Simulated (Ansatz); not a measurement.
Planning a run of Ansatz 0.2.0 on CO2 (Pa-3). The input:

```yaml
crystal:
  lattice:
    - [5.49707328, 0.0, 0.0]
    - [0.0, 5.49707328, 0.0]
    - [0.0, 0.0, 5.49707328]
  atoms:
    - { symbol: C, position: [0.0, 0.0, 0.0] }
    - { symbol: C, position: [0.5, 0.0, 0.5] }
    - { symbol: C, position: [0.5, 0.5, 0.0] }
    - { symbol: C, position: [0.0, 0.5, 0.5] }
    - { symbol: O, position: [0.12253698, 0.12253698, 0.12253698] }
    - { symbol: O, position: [0.37746302, 0.87746302, 0.62253698] }
    - { symbol: O, position: [0.62253698, 0.37746302, 0.87746302] }
    - { symbol: O, position: [0.87746302, 0.62253698, 0.37746302] }
    - { symbol: O, position: [0.87746302, 0.87746302, 0.87746302] }
    - { symbol: O, position: [0.62253698, 0.12253698, 0.37746302] }
    - { symbol: O, position: [0.37746302, 0.62253698, 0.12253698] }
    - { symbol: O, position: [0.12253698, 0.37746302, 0.62253698] }
kpoints:
  mp_grid: { grid: [2, 2, 2] }
hamiltonian:
  xc: pbe
  pseudopotentials: { kind: nc }
scf:
  occupations: { method: fixed }
gw:
  n_empty_bands: 692
  ecut_chi: 150.0
  qp_bands: [v6, c3]
  qp_kpoints: [[0, 0, 0]]
  screening: { model: contour_deformation }
```

```sh
ansatz run input.yaml --threads 2 --pin off --max-ram 73728MiB --backend cuda --events-out ev --progress --plain --runs-dir out --devices 1 --max-vram 13GiB
```

Q: How long will it take on 1 × NVIDIA H100 80GB HBM3 (shared by 6 runs) with 2 threads of AMD EPYC 7R13 (Zen 3), shared host, and how much memory?

It took 15 s; on shared hardware allow 7.5 s to 30 s. Peak host memory was 2.2 GiB. The sizes that set the cost: 16519 plane waves a state, 4 irreducible k points, 724 bands summed, 739 plane waves in the screening and 8 SCF cycles.

The screening grows as filled bands × empty bands × pairs of k points, times the square of the screening basis for the matrix.

[Paths, hosts, dates, memory and timing lines, banners, echoed tables and standing remarks are left out of the program output.]

[Logs are printed without paths, hosts, clocks, repeated set-up lines and the standing remarks that a program may print on its own settings, such as how far it seeks lower states.]

[Runs of the session that timed out or met a known fault of the program may be left out.]

[Cells called generated may have been cut or substituted from an entry of the Crystallography Open Database or the Materials Project.]

[Hosts, paths, dates, database ids (printed as entryN), source tags and the programs' standing remarks are cut or masked in the printed files.]
